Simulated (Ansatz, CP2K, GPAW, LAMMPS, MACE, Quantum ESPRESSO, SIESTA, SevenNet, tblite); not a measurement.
## tblite runs on ionic liquid ethylpyridinium dicyanamide with Li salt at 400 K (98 atoms)

Wanted: tblite inputs and outputs for ionic liquid ethylpyridinium dicyanamide with Li salt at 400 K (98 atoms), checked against a plane-wave reference.

Calculated with tblite 0.8.0; the method is named at each step.

**1. The starting structure**

The cell holds 98 atoms: 38 C, 19 N, 40 H and 1 Li. Its edges and angles: a = 10.520 Å, b = 10.520 Å, c = 10.520 Å, α = 90.0°, β = 90.0°, γ = 90.0°. 4 ethylpyridinium, 5 dicyanamide, 1 Li+ placed at random, at 1.1 g/cm³; overlaps pushed apart, then 10 ps at 700 K with Joung-Cheatham ions (J. Phys. Chem. B 112, 9020 (2008)); MMFF94 bonds, angles, torsions, charges and radii (Halgren, J. Comput. Chem. 17, 490 (1996)) in harmonic and 12-6 forms; charges of ions scaled by 0.8. Snapshot after 30 ps at 400 K and fixed volume.

The yardstick, on the same geometry:

```
method                                           : Kohn-Sham DFT, PBE, PAW, plane waves (Ansatz 0.2.0); cutoff 420 eV, Γ point, fermi-dirac smearing of 0.05 eV; PAW set soft_2
r.m.s. force component                           : 1.687 eV/Å
longest force                                    : 9.652 eV/Å
pressure                                         : 0.7686 GPa
gap (highest filled to lowest empty level) : 1.781 eV
SCF cycles                                       : 11
time                                             : 5.9 s on 8 threads of Arm Neoverse V2, shared host
CPU time                                         : 41 s
```

**2. GFN1-xTB**

Method: GFN1-xTB tight binding, diagonalisation.

Contents of run.py:

```python
import numpy as np
from ase.io import read
from tblite.ase import TBLite

atoms = read("structure.xyz")
atoms.calc = TBLite(method="GFN1-xTB", electronic_temperature=580, accuracy=1.0, max_iterations=250, mixer_damping=0.4, verbosity=1)
energy = atoms.get_potential_energy()
forces = atoms.get_forces()
print(f"energy {energy:.6f} eV")
print("forces (eV/A)")
for i, (a, f) in enumerate(zip(atoms, forces)):
    print(f"{i:4d} {a.symbol:2s} {f[0]:10.5f} {f[1]:10.5f} {f[2]:10.5f}")
stress = -atoms.get_stress(voigt=False) * 160.21766
print("stress (GPa, compression positive)")
for row in stress:
    print(" ".join(f"{x:10.4f}" for x in row))
print("charges (e)")
print(np.array2string(atoms.get_charges(), precision=4, suppress_small=True, max_line_width=110, threshold=100000))
```

Contents of structure.xyz:

```xyz
98
Lattice="10.51987 0.00000 0.00000 0.00000 10.51987 0.00000 0.00000 0.00000 10.51987" Properties=species:S:1:pos:R:3 pbc="T T T"
C 5.06090 8.70730 9.27747
C 4.39962 9.06655 0.00158
N 3.05560 9.53027 10.05626
C 1.94881 8.77462 10.30537
C 0.66938 9.04625 9.92203
C 0.48886 10.17387 9.11442
C 1.65940 0.29140 8.72623
C 2.87382 0.07343 9.29283
H 4.49914 8.07768 8.58989
H 5.42257 9.63010 8.83974
H 5.70556 7.89727 9.42801
H 4.37458 8.26978 0.73997
H 4.93287 9.88794 0.42953
H 2.11313 7.90368 0.47287
H 10.33199 8.38065 10.14115
H 10.03511 0.09468 8.78283
H 1.44732 1.24587 8.24295
H 3.78821 0.61078 9.09127
C 9.88184 9.37910 3.29840
C 10.24888 10.03133 4.62096
N 0.51305 9.12841 5.36829
C 0.04734 7.95071 5.76962
C 0.91323 7.05852 6.45962
C 2.19718 7.39379 6.76470
C 2.66311 8.66122 6.39166
C 1.80205 9.44127 5.61729
H 9.50165 10.16283 2.64101
H 0.25279 8.94536 2.89454
H 9.23992 8.55308 3.37214
H 0.16274 0.47750 4.67408
H 9.28852 10.11507 5.22238
H 9.49976 7.65184 5.75816
H 0.44204 6.21451 6.84023
H 2.86477 6.72725 7.29143
H 3.66197 9.04509 6.63425
H 2.18929 10.27707 5.08415
C 7.03074 4.94129 10.11107
C 8.50531 5.03134 9.87479
N 9.22172 4.26549 0.38166
C 9.83092 3.16764 0.09510
C 0.16769 2.58073 1.04368
C 0.14339 3.02446 2.32920
C 9.95138 4.12779 2.63186
C 9.29115 4.74509 1.63689
H 6.78195 3.93885 10.25351
H 6.84728 5.47843 0.48612
H 6.44573 5.45150 9.34827
H 8.69636 4.60328 8.75821
H 8.69783 6.13245 9.89425
H 9.66103 2.84015 9.59528
H 0.65065 1.59997 0.94426
H 0.51873 2.37938 3.08895
H 9.84113 4.40330 3.68995
H 8.82943 5.72176 1.78522
C 4.65978 4.63001 5.86598
C 4.11011 5.08215 4.50093
[... 38 atom lines left out ...]
N 7.79827 0.77489 0.36062
C 7.04253 1.20190 9.71762
N 6.44921 1.57514 8.80892
Li 6.76533 0.48770 7.04789
```

Started as:

```sh
> OMP_NUM_THREADS=1 python run.py > output.txt
```

The log of the run:

```text
------------------------------------------------------------
  cycle        total energy    energy error   density error
------------------------------------------------------------
      1     -160.3706892673  -1.6273753E+02   6.9998362E-01
      2     -161.8350107830  -1.4643215E+00   4.0937135E-01
      3     -161.8686075226  -3.3596740E-02   2.4978908E-01
      4     -162.1275156635  -2.5890814E-01   7.5462565E-02
      5     -161.8701976954   2.5731797E-01   9.4931039E-02
      6     -162.2405864376  -3.7038874E-01   1.7701057E-02
      7     -162.2452276879  -4.6412503E-03   9.8008209E-03
      8     -162.2459872342  -7.5954637E-04   8.2680782E-03
      9     -162.2472931285  -1.3058943E-03   5.5621296E-03
     10     -162.2474601012  -1.6697271E-04   4.7444896E-03
     11     -162.2477946527  -3.3455147E-04   3.5512502E-03
     12     -162.2479725952  -1.7794256E-04   2.6610368E-03
     13     -162.2481360428  -1.6344757E-04   1.4776030E-03
     14     -162.2481951163  -5.9073529E-05   6.4066847E-04
     15     -162.2482083997  -1.3283336E-05   1.2034715E-04
     16     -162.2482086240  -2.2437388E-07   7.2590453E-05
     17     -162.2482088146  -1.9051600E-07   1.7965980E-05
------------------------------------------------------------
 total:                                   2.588 sec
energy -4414.998642 eV
forces (eV/A)
   0 C     0.27763   -1.11634   -1.83090
   1 C    -1.61761    0.46107    0.43709
   2 N    -1.39920   -1.42105    1.44873
   3 C     0.96489   -1.84602    1.88646
   4 C    -1.04339    0.20802   -0.78776
   5 C    -0.41180   -0.10613   -0.17205
   6 C    -1.49159    2.23872    0.04666
   7 C     1.32601    0.05834   -0.50853
   8 H    -1.23916    0.87745   -0.38319
   9 H     0.51146   -0.39683   -0.53010
  10 H     2.52306   -0.37986    0.80434
  11 H    -0.61175   -0.12519   -0.00012
  12 H     0.16013    0.74712    0.53464
  13 H     0.03728    0.64887   -0.61106
  14 H     0.71473    0.44493    0.22346
  15 H     0.78261   -0.78945    0.31753
  16 H     0.63791   -0.08805   -0.41455
  17 H    -0.09531    0.58254   -0.23056
  18 C     1.16098    1.59685   -0.45543
  19 C    -3.25675   -0.57503    0.95199
  20 N     1.61830   -1.08540    0.71688
  21 C     0.19682   -1.54674    1.56191
  22 C    -1.34179    1.89904   -1.09863
  23 C     1.16134    0.78628    0.28105
[...]
90 C     2.54131    0.43123    2.06130
  91 N     2.53944    0.54791    0.33185
  92 N     0.27896   -2.87031    0.70395
  93 C    -0.98856    7.94642   -2.26730
  94 N    -1.83739   -2.67580   -2.43231
  95 C     3.48745   -3.01451    5.20381
  96 N    -0.69670    0.46332   -1.42253
  97 Li   -0.08091    0.40404   -0.15069
stress (GPa, compression positive)
   -4.4443    -0.1610    -0.8830
   -0.1610    -2.3733    -0.6707
   -0.8830    -0.6707    -2.6755
charges (e)
[-0.1147  0.0915 -0.0975  0.1163 -0.0234  0.0136 -0.0351  0.1382  0.0489  0.061   0.0811  0.0772  0.0644
  0.081   0.0687  0.0791  0.0792  0.0876 -0.0928  0.0723 -0.0623  0.1222 -0.0237  0.0124 -0.0183  0.1248
  0.0575  0.0414  0.0601  0.0593  0.0752  0.088   0.0791  0.0691  0.0806  0.0828 -0.0943  0.0748 -0.0701
  0.1597  0.0056  0.0213 -0.0052  0.1143  0.0509  0.0355  0.0717  0.0722  0.0583  0.0866  0.0571  0.0608
  0.0814  0.0696 -0.0935  0.0817 -0.0745  0.1385 -0.0086  0.0403 -0.0127  0.1405  0.0534  0.0461  0.0641
  0.0618  0.0701  0.0768  0.0573  0.0636  0.0699  0.0719 -0.5027  0.3099 -0.5136  0.3395 -0.4804 -0.4709
  0.3166 -0.4828  0.3246 -0.4066 -0.4084  0.3193 -0.5091  0.3003 -0.4231 -0.3862  0.3097 -0.4645  0.2823
 -0.4433 -0.4224  0.3199 -0.5499  0.3155 -0.3876  0.3719]
```

Run time: 3.1 s. Hardware: 1 thread of Arm Neoverse V2, shared host; peak memory 0.17 GiB.

Banners, paths, timers and routine set-up lines are dropped from the logs unmarked, and long logs keep their key lines alone; longer cuts are marked.

Against the reference:

```
r.m.s. force component                  : 1.504 eV/Å
r.m.s. difference of force components   : 466.7 meV/Å
longest difference of force vectors     : 1989 meV/Å
force difference over r.m.s. force      : 27.66 %
slope of forces against the reference's : 0.8589
correlation of force components         : 0.9637
pressure                                : -3.164 GPa
pressure difference                     : -3.933 GPa
```

Length of the force difference by element (eV/Å):

```tsv
element	atoms	mean	most
C	38	0.67	1.6
H	40	0.16	0.29
Li	1	0.11	0.11
N	19	1.3	2.0
```

Local excerpt of 12 atoms (numbers count through the whole input) about N95, picked at random; x, y, z are measured from there.

```tsv
atom	x	y	z	distance (Å)	bonds	Mulliken charge (e)	Fx	Fy	Fz (eV/Å)
N95	0.00	0.00	0.00	0.00	2	-0.55	-1.84	-2.68	-2.43
C96	-0.76	0.43	-1.16	1.45	2	0.32	3.49	-3.01	5.20
C94	0.08	-1.48	0.28	1.51	2	0.32	-0.99	7.95	-2.27
H71	-0.69	1.81	1.58	2.50	1	0.07	-0.08	0.65	0.40
N97	-1.35	0.80	-2.07	2.60	2	-0.39	-0.70	0.46	-1.42
N93	0.02	-2.57	0.59	2.63	1	-0.42	0.28	-2.87	0.70
H70	-2.44	0.51	0.90	2.65	1	0.06	0.29	-1.28	-1.11
H27	1.70	-1.13	2.28	3.06	1	0.06	-0.12	-0.31	-0.10
H50	1.86	2.07	-1.29	3.06	1	0.09	0.35	-0.49	-0.08
H16	2.24	-0.68	-2.10	3.14	1	0.08	0.78	-0.79	0.32
C40	2.03	2.39	-0.27	3.15	3	0.16	1.90	-2.22	-0.77
H13	-2.87	-1.41	0.07	3.19	1	0.06	0.16	0.75	0.53
```

Atoms are counted from 1 here, from 0 in the log.

Forces lie 28 % from the reference's, at 0.076 times its CPU time (on 1 against 8 cores).

Left out of this page: tblite IPEA1-xTB (killed or ended with an error).

**3. What came out**

| Quantity | Value |
| --- | --- |
| force difference from the reference | tblite GFN1-xTB, 28 % |
| its CPU time | 3.1 s |

**Reading.** Tight binding differs by 28 % (tblite GFN1-xTB); it is another model, with fitted parameters of its own, and the xTB methods hold dispersion. One electronic-structure run takes under half the reference's CPU time: tblite GFN1-xTB, at 28 % in 3.1 s against 41 s; its pressure misses by -3.9 GPa. Periodic xTB results under one method name differ between programs and library versions. The network of contacts between molecules at the start is that of the classical potential that made the cell, and needn't be the one that DFT or experiment would give. The reference's PBE has no dispersion term, which matters for the binding between molecules or layers. The density was typed from a rule of thumb and may lie off the real one at this temperature. The electronic-structure runs sample only Γ, in a cell whose shortest periodic width is 11 Å.

[Also dropped from logs without a mark: logging warnings of Python, and SIESTA's first energy breakdown and zero terms.]

[Logs are printed without paths, hosts, clocks, repeated set-up lines and the standing remarks that a program may print on its own settings, such as how far it seeks lower states.]

[Hosts, paths, dates, database ids (printed as entryN), source tags and the programs' standing remarks are cut or masked in the printed files.]

[The MMFF94 radii named for the starting cell were scaled by 0.96; in molecules described by MMFF94, hydrogen bound to N, O or S took a small fixed 12-6 site in their place.]
